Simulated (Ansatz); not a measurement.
## NaGeCl3 (built on the sites of a database entry of CsGeBr3): a soft mode frozen in

Wanted: the energy along a soft mode of NaGeCl3 (built on the sites of a database entry of CsGeBr3) and the structure at the end.

Calculated with Ansatz 0.2.0; DFT PBEsol, scalar-relativistic, plane waves, PAW.

Report form: the programs' logs are mostly left out.

The structure was built from a prototype and need not be the compound's stable phase.

## (1) The structure

It takes space group Pm-3m (No. 221, cubic). Conventional cell: a = 5.132 Å, b = 5.132 Å, c = 5.132 Å, α = 90.00°, β = 90.00°, γ = 90.00°. Nearest to Na lie 12 Cl at 3.63 Å. Ge has 6 Cl at 2.57 Å nearest. Cl has 2 Ge at 2.57 Å nearest. Farther neighbours and most contacts between anions are not listed.

## (2) Response at finite wavevector

The cell comes from relaxations at this level that are not shown. Stability and thermal properties need the whole zone. Linear response on a 2×2×2 q mesh gives force constants as far as a supercell of that size would, and the tensors from the zone-centre run are typed in so that the long-range dipole term is interpolated apart.

The input, input.yaml:

```yaml
crystal:
  lattice:
    - [5.1317724219, 0.0, 0.0]
    - [0.0, 5.1317724219, 0.0]
    - [0.0, 0.0, 5.1317724219]
  atoms:
    - { symbol: Na, position: [0.0, 0.0, 0.0] }
    - { symbol: Ge, position: [0.5, 0.5, 0.5] }
    - { symbol: Cl, position: [0.5, 0.5, 0.0] }
    - { symbol: Cl, position: [0.5, 0.0, 0.5] }
    - { symbol: Cl, position: [0.0, 0.5, 0.5] }
kpoints:
  mp_grid: { grid: [6, 6, 6] }
hamiltonian:
  xc: pbesol
scf:
  occupations: { method: fixed }
output:
  eigenvalues: true
phonons:
  method: dfpt
  qmesh: [2, 2, 2]
  temperatures: { t_max: 1000, t_step: 50 }
  qpath:
    path:
      - [[0.0, 0.0, 0.0], [0.0, 0.5, 0.0], [0.5, 0.5, 0.0], [0.0, 0.0, 0.0], [0.5, 0.5, 0.5], [0.0, 0.5, 0.0]]
      - [[0.5, 0.5, 0.5], [0.5, 0.5, 0.0]]
    npoints: 10
  non_analytic_term:
    high_frequency_dielectric_tensor: [[7.4418, 0.0, 0.0], [0.0, 7.4418, 0.0], [0.0, 0.0, 7.4418]]
    born_effective_charges:
      - { species: Na, tensor: [[1.3111, 0.0, 0.0], [0.0, 1.3111, 0.0], [0.0, 0.0, 1.3111]] }
      - { species: Ge, tensor: [[5.0442, 0.0, 0.0], [0.0, 5.0442, 0.0], [0.0, 0.0, 5.0442]] }
      - { species: Cl, tensor: [[-0.548, 0.0, 0.0], [0.0, -0.548, 0.0], [0.0, 0.0, -5.2593]] }
      - { species: Cl, tensor: [[-0.548, 0.0, 0.0], [0.0, -5.2593, 0.0], [0.0, 0.0, -0.548]] }
      - { species: Cl, tensor: [[-5.2593, 0.0, 0.0], [0.0, -0.548, 0.0], [0.0, 0.0, -0.548]] }
    source: "zone-centre run at this cell"
```

The run is started by

```bash
ansatz run input.yaml --threads 8 --pin off --max-ram 14336MiB --backend cpu --events-out ev --progress --plain --runs-dir out
```

Run time: 2 min. Hardware: 8 threads of Arm Neoverse N1, shared host; peak memory 1.1 GiB.

Numbers from this step:

```
gap on the k-mesh                                       : 0.3610 eV
volume per atom                                         : 27.03 Å³
sum-rule residual before enforcement                    : 3.31e-5 eV/Å²
lowest frequency on the path                            : -90.60 cm⁻¹
point group                                             : m-3m
highest frequency on the path or at a solved wavevector : 269.8 cm⁻¹
highest optical mode at the zone centre (no LO-TO term) : 91.47 cm⁻¹
lowest optical zone-centre mode                         : -90.6 cm⁻¹
lowest mode on the q mesh (acoustic modes at Γ apart)   : -90.6 cm⁻¹
```

Frequencies (cm⁻¹) solved at each irreducible wavevector; negative means imaginary. Frequencies by wavevector, by row:

```tsv
q in reciprocal lattice units	star	mode 1	mode 2	mode 3	mode 4	mode 13	mode 14	mode 15
0 0 0	1	-90.6	-90.6	-90.6	-46	91.5	91.5	91.5
0 0 -0.5	3	-82.6	-82.6	-29	-29	82.9	183.5	257.2
0 -0.5 -0.5	3	-80.2	-80.2	-75.1	-71.2	184.9	230.2	262.9
-0.5 -0.5 -0.5	1	-84.1	-84.1	-84.1	-75.1	229.6	229.6	269.8
```

Interpolated from a 2×2×2 q mesh, with the LO-TO term (at Γ the limit along the path; where Γ stands inside the path, tables give the limit on arrival). The phonon branches at the labelled points (cm⁻¹):

```tsv
point	branch 1	branch 2	branch 3	branch 4	branch 12	branch 13	branch 14	branch 15
Γ	-91	-91	-88	-46	91	92	92	239
halfway	-87	-87	-50	-35	89	89	141	248
X	-83	-83	-29	-29	83	83	184	257
halfway	-82	-78	-55	-52	140	174	184	257
M	-80	-80	-75	-71	185	185	230	263
halfway	-83	-79	-62	-38	123	141	162	240
Γ	-91	-91	-88	-46	91	92	92	239
halfway	-80	-80	-67	-46	143	164	164	236
R	-84	-84	-84	-75	176	230	230	270
halfway	-81	-80	-68	-57	166	182	182	257
X	-83	-83	-29	-29	83	83	184	257
jump to R	-84	-84	-84	-75	176	230	230	270
halfway	-82	-82	-78	-75	181	181	230	264
M	-80	-80	-75	-71	185	185	230	263
```

Symmetry leaves 4 wavevectors to solve. The lowest mode among them, the acoustic zeros apart, lies at Γ and is imaginary, 90.6i cm⁻¹, so the energy falls along it.

## (3) The mode frozen in, largest atomic shift 0 Å

The mode followed lies at q = (-0.5, -0.5, -0.5) with frequency 84.1i cm⁻¹ and is 3-fold degenerate, one of the unstable modes though not the softest. At small amplitude the distorted cell has space group no. 166 by a symmetry search on the positions. The undistorted cell that holds it gives the zero of energy on the same k mesh.

System of this step: NaGeCl3 (built on the sites of a database entry of CsGeBr3). It takes space group Pm-3m (No. 221, cubic). Conventional cell: a = 5.132 Å, b = 5.132 Å, c = 5.132 Å, α = 90.00°, β = 90.00°, γ = 90.00°. Nearest to Na lie 12 Cl at 3.63 Å. Nearest to Ge lie 6 Cl at 2.57 Å. Nearest to Cl lie 2 Ge at 2.57 Å. Farther neighbours and most contacts between anions are not listed.

The input, input.yaml:

```yaml
crystal:
  lattice:
    - [5.1317724219, 5.1317724219, 0.0]
    - [5.1317724219, 0.0, 5.1317724219]
    - [5.1317724219, 0.0, -5.1317724219]
  atoms:
    - { symbol: Na, position: [0.0, 0.0, 0.0] }
    - { symbol: Na, position: [0.0, 0.5, 0.5] }
    - { symbol: Ge, position: [0.5, 0.25, 0.75] }
    - { symbol: Ge, position: [0.5, 0.75, 0.25] }
    - { symbol: Cl, position: [0.5, 0.0, 0.0] }
    - { symbol: Cl, position: [0.5, 0.5, 0.5] }
    - { symbol: Cl, position: [0.0, 0.5, 0.0] }
    - { symbol: Cl, position: [0.0, 0.0, 0.5] }
    - { symbol: Cl, position: [0.5, 0.0, 0.5] }
    - { symbol: Cl, position: [0.5, 0.5, 0.0] }
kpoints:
  mp_grid: { grid: [6, 6, 6] }
hamiltonian:
  xc: pbesol
scf:
  occupations: { method: gaussian, width: 0.02 }
output:
  forces: true
  stress: true
  eigenvalues: true
```

Wall time 4 s (8 threads); peak memory 1 GiB; 27 s of CPU time.

This step gave:

```yaml
pressure: -0.07314 GPa
gap_on_the_k_mesh: 0.3635 eV
energy_from_the_undistorted_cell: 0 meV/atom
```

At this level the gap is 0.36 eV on the k-mesh of the self-consistent run, which can miss the band edges.

## (4) The mode frozen in, largest atomic shift 0.6 Å

The atoms are moved along the unstable eigenvector, the largest shift by 0.6 Å, with the cell fixed.

The input, input.yaml:

```yaml
crystal:
  lattice:
    - [5.1317724219, 5.1317724219, 0.0]
    - [5.1317724219, 0.0, 5.1317724219]
    - [5.1317724219, 0.0, -5.1317724219]
  atoms:
    - { symbol: Na, position: [0.0675030249, -0.0337515124, -0.1012545373] }
    - { symbol: Na, position: [-0.0675030249, 0.5337515124, 0.6012545373] }
    - { symbol: Ge, position: [0.5, 0.25, 0.75] }
    - { symbol: Ge, position: [0.5, 0.75, 0.25] }
    - { symbol: Cl, position: [0.5130864082, -0.0130864082, -0.0130864082] }
    - { symbol: Cl, position: [0.4869135918, 0.5130864082, 0.5130864082] }
    - { symbol: Cl, position: [0.0, 0.5, -0.0130864082] }
    - { symbol: Cl, position: [0.0, 0.0, 0.5130864082] }
    - { symbol: Cl, position: [0.4869135918, 0.0, 0.5130864082] }
    - { symbol: Cl, position: [0.5130864082, 0.5, -0.0130864082] }
kpoints:
  mp_grid: { grid: [6, 6, 6] }
hamiltonian:
  xc: pbesol
scf:
  occupations: { method: gaussian, width: 0.02 }
output:
  forces: true
  stress: true
  eigenvalues: true
```

It took 7.1 s on 8 threads; peak memory 1.1 GiB; 52 s of CPU time.

Numbers from this step:

* pressure: 0.3270 GPa
* gap on the k-mesh: 0.4609 eV
* energy from the undistorted cell: -18.72 meV/atom

The energy, extrapolated to zero smearing, is -18.72 meV/atom against the undistorted cell.

The run ends at a pressure of 0.33 GPa, with forces up to 0.21 eV/Å.

## (5) Energy along the mode, all amplitudes (two of the runs are shown above)

An imaginary frequency means negative curvature, so the energy should fall and then rise again as anharmonic terms take over.

This step gave:

- depth at the lowest point sampled: 18.72 meV/atom
- largest atomic shift at that point: 0.6 Å

Energy from the parent against largest atomic shift:

```tsv
largest atomic shift (Å)	energy from the parent (meV/atom)
0.000	0
0.040	-0.106
0.080	-0.422
0.140	-1.28
0.220	-3.12
0.320	-6.39
0.450	-11.8
0.600	-18.7
```

Displacement at unit largest shift by atom:

```tsv
atom	x (Å)	y (Å)	z (Å)	size
Na1	-0.577	0.577	0.577	0.999
Na2	0.577	-0.577	-0.577	0.999
Ge3	0.000	0.000	0.000	0.000
Ge4	0.000	0.000	0.000	0.000
Cl5	-0.112	0.112	0.000	0.158
Cl6	0.112	-0.112	0.000	0.158
Cl7	-0.112	0.000	0.112	0.158
Cl8	0.112	0.000	-0.112	0.158
Cl9	0.000	-0.112	-0.112	0.158
Cl10	0.000	0.112	0.112	0.158
```

The lowest of the steps tried is the last one, at 0.6 Å, 18.7 meV/atom below the parent; the bottom of the well need not coincide with a step.

## (6) Relaxation from the frozen mode

Starting from the lowest point found, all atoms and the cell are let go, so that strain and other modes of the same symmetry can join in.

input.yaml, as its differences from that of step 4:

```diff
@@ -21,3 +21,3 @@
 scf:
-  occupations: { method: gaussian, width: 0.02 }
+  occupations: { method: fixed }
 output:
@@ -26 +26,10 @@
   eigenvalues: true
+  write_density: true
+  write_potential: true
+  elf: true
+  volumetric_format: npy
+relax:
+  adjacent_minimum: "off"
+  f_tol: 0.002
+  max_steps: 120
+  cell: { stress_tol: 0.03 }
```

The job ended after 64 s (8 threads; peak memory 1.2 GiB; 8.1 min of CPU time).

The steps of the relaxation:

```tsv
step	energy less that of the first step (eV)	largest force component (eV/Å)	pressure (GPa)	volume (Å³)
1	0.0000	0.1211	0.33	270.29
2	-0.0463	0.1088	-0.09	274.68
3	-0.1150	0.0409	0.06	277.17
4	-0.1167	0.0418	0.11	279.97
5	-0.1213	0.0101	0.00	279.51
6	-0.1214	0.0024	0.00	279.50
7	-0.1214	0.0001	0.00	279.50
8*	-0.1218	0.0001	0.00	279.50
```

Relaxation steps marked * repeat the geometry before them on a plane-wave basis chosen anew for their cell, so energy and pressure can jump there.

The run keeps the 12 symmetry operations that it works with, so distortions that break them were not tested.

```tsv
conventional cell, symmetrised	before	after	change
a (Å)	7.257	7.235	-0.3 %
b (Å)	7.257	7.235	-0.3 %
c (Å)	17.777	18.496	+4.0 %
volume (Å³/atom)	27.03	27.95	+3.4 %
```

The atoms that moved most (Å, as changes of fractional coordinates times the final cell):

```tsv
atom	dx	dy	dz	length
Na1	-0.239	0.239	0.239	0.413
Na2	0.239	-0.239	-0.239	0.413
Cl6	0.004	-0.004	-0.003	0.007
Cl9	0.003	-0.004	-0.004	0.007
Cl8	0.004	-0.003	-0.004	0.007
Cl10	-0.003	0.004	0.004	0.007
Cl5	-0.004	0.004	0.003	0.007
Cl7	-0.004	0.003	0.004	0.007
```

The relaxed structure:

```cif
data_structure
_symmetry_space_group_name_H-M 'P 1'
_symmetry_Int_Tables_number 1
_cell_length_a 7.2352
_cell_length_b 7.2352
_cell_length_c 7.4471
_cell_angle_alpha 90.000
_cell_angle_beta 60.937
_cell_angle_gamma 60.000
_cell_volume 279.50
loop_
_atom_site_label
_atom_site_type_symbol
_atom_site_fract_x
_atom_site_fract_y
_atom_site_fract_z
_atom_site_occupancy
Na1 Na 0.11219 0.94390 0.83171 1
Na2 Na 0.88781 0.55610 0.66829 1
Ge3 Ge 0.50000 0.25000 0.75000 1
Ge4 Ge 0.50000 0.75000 0.25000 1
Cl5 Cl 0.51393 0.98630 0.98584 1
Cl6 Cl 0.48607 0.51370 0.51416 1
Cl7 Cl 0.00046 0.49977 0.98584 1
Cl8 Cl 0.99954 0.00023 0.51416 1
Cl9 Cl 0.48607 0.00023 0.51416 1
Cl10 Cl 0.51393 0.49977 0.98584 1
```

This step gave:

* pressure: 0.001744 GPa
* gap on the k-mesh: 0.6984 eV
* volume per atom: 27.95 Å³

Electrostatic potential energy in the ac plane of the conventional cell at fractional y = 0.000, with atoms of Na and Ge and Cl within 0.2 Å of it. With pseudopotentials it is smooth inside the atoms' cores, unlike the true potential.

Ten even steps from '0' (-40 eV) to '9' (8 eV), each cell a mean:
```
13689999999999999742
88999999999999999988
99999999999999999999
67899999999999999986
01789999877899999840
57899998300169999875
99999999622489999999
99999999999999999999
99999999999999999999
99999999999999999999
77899999999999999987
02589999999999999731
13689999999999999742
88999999999999999988
99999999999999999999
99999999999999999999
99999999988999999999
89999998410279999998
35899998410279999874
02789999988999999850
78999999999999999988
99998899999999989999
77899999999999999987
02589999999999999731
```
Columns run along a (7.2 Å; values clipped at the 3rd and 97th percentile), rows up along c (18.5 Å), edges of the conventional cell, whose origin can differ from the input's. Atoms in or near the plane, at fractional coordinates: Na at (0.00, 0.81), Na at (0.00, 0.19), Ge at (0.00, 0.50), Ge at (0.00, 0.00), Cl at (0.50, 0.75), Cl at (0.50, 0.25).

ELF in the ac plane of the conventional cell at fractional y = 0.000, with atoms of Na and Ge and Cl within 0.2 Å of it. It is the smooth field of the valence electrons, not physical close to the nuclei.

Ten even steps from '_' (0.00) to '@' (0.86), each cell a mean:
```
::--==--::--::::..______..::--::::--==::
::::--++##%%%%##==____::**%%%%%%**==::::
__..--##@@@@%%**::____..++##@@@@%%++..__
--::..::====::..__......__..--==--....--
==**--______::++##%%%%%%**--..____..++++
++==..____--##@@@@##**@@@@%%++..____::==
__________--**@@@@@@%%@@@@##==..________
______________::==++**++--..____________
____..--====--..________..::====--..____
____::**%%@@%%##--____::++%%@@%%##==..__
------==**%%%%##==____::**%%%%##++------
..--==--::::::..________..::::::::----..
::--==--::----::..______::------::--==::
--::::++##%%%%##==____::**%%@@%%**--::::
____::++%%%%%%**--____..==##%%%%##--..__
______::--::..____________..::--::..____
____________..==**####**++::____________
__________--##@@@@%%##@@@@%%++..________
++++::____::**@@@@%%##@@@@%%==..____==++
==**--______..--++####**==::______..++++
::....--****==::________..--++**++::__..
__..--##@@@@@@##--____..++%%@@@@%%++::__
------==**%%##**--____..++##%%##++------
..--==--........__________......::==--..
```
Columns run along a (7.2 Å), rows up along c (18.5 Å), edges of the conventional cell, whose origin can differ from the input's. Atoms in or near the plane, at fractional coordinates: Na at (0.00, 0.81), Na at (0.00, 0.19), Ge at (0.00, 0.50), Ge at (0.00, 0.00), Cl at (0.50, 0.75), Cl at (0.50, 0.25).

Valence density in the ac plane of the conventional cell at fractional y = 0.000, with atoms of Na and Ge and Cl within 0.2 Å of it. It is the smooth field of the valence electrons, not physical close to the nuclei.

Ten steps, logarithmic in the rise over the least value, from '0' (0 e/Å³) to '9' (21 e/Å³), each cell a mean:
```
85210000000000001137
11112210000001121111
00012210000001121100
42000000000000000013
97200001223210000048
52000012443431000014
00000002344421000000
00000000011100000000
00000000000000000000
00011111000001111000
21111111000001111112
96210000000000001248
85211000000000011137
11111211000001221111
00001110000001111000
00000000000000000000
00000000122110000000
00000002444431000000
64100012444431000026
86200000122110000048
21001100000000010001
00112211000001222100
21111110000001111112
96210000000000001248
```
Columns run along a (7.2 Å), rows up along c (18.5 Å), edges of the conventional cell, whose origin can differ from the input's. Atoms in or near the plane, at fractional coordinates: Na at (0.00, 0.81), Na at (0.00, 0.19), Ge at (0.00, 0.50), Ge at (0.00, 0.00), Cl at (0.50, 0.75), Cl at (0.50, 0.25).

The distorted start has space group R-3m; the relaxation ends in R-3m.

## (7) Outcome

| Quantity | Value |
| --- | --- |
| unstable mode of the parent | q = (-0.5, -0.5, -0.5), 84i cm⁻¹ |
| depth at the lowest point sampled | 18.7 meV/atom |
| largest atomic shift at that point | 0.6 Å |
| space group reached (within 0.01 Å) | R-3m |
| energy gained over the parent (first relaxation, on the mesh of the frozen mode) | 30.9 meV/atom |
| volume per atom, phase reached | 27.9 Å³ |
| gap on the k-mesh, phase reached | 0.698 eV |

Along this mode the structure falls into R-3m, 30.9 meV/atom below the parent. At the parent's cell the well is 18.72 meV/atom deep on the steps tried, with its lowest point at a shift of 0.6 Å. That is the last step tried, so the steps alone don't bracket the bottom of the well. Relaxing atoms and cell changes the gain by +12.18 meV/atom against the lowest step (energies at zero smearing). The modes of the phase reached were not computed on this path. Of the 6 patterns followed to their end from this parent, this one ends 57.4 meV/atom above the lowest, Imma. Each path keeps the symmetry of its pattern, so a lower phase may lie along a pattern not tried. The starting cell was built on a prototype and not taken from a measurement, so the phase need not exist.

[Logs are printed without paths, hosts, clocks, repeated set-up lines and the standing remarks that a program may print on its own settings, such as how far it seeks lower states.]

[Hosts, paths, dates, database ids (printed as entryN), source tags and the programs' standing remarks are cut or masked in the printed files.]
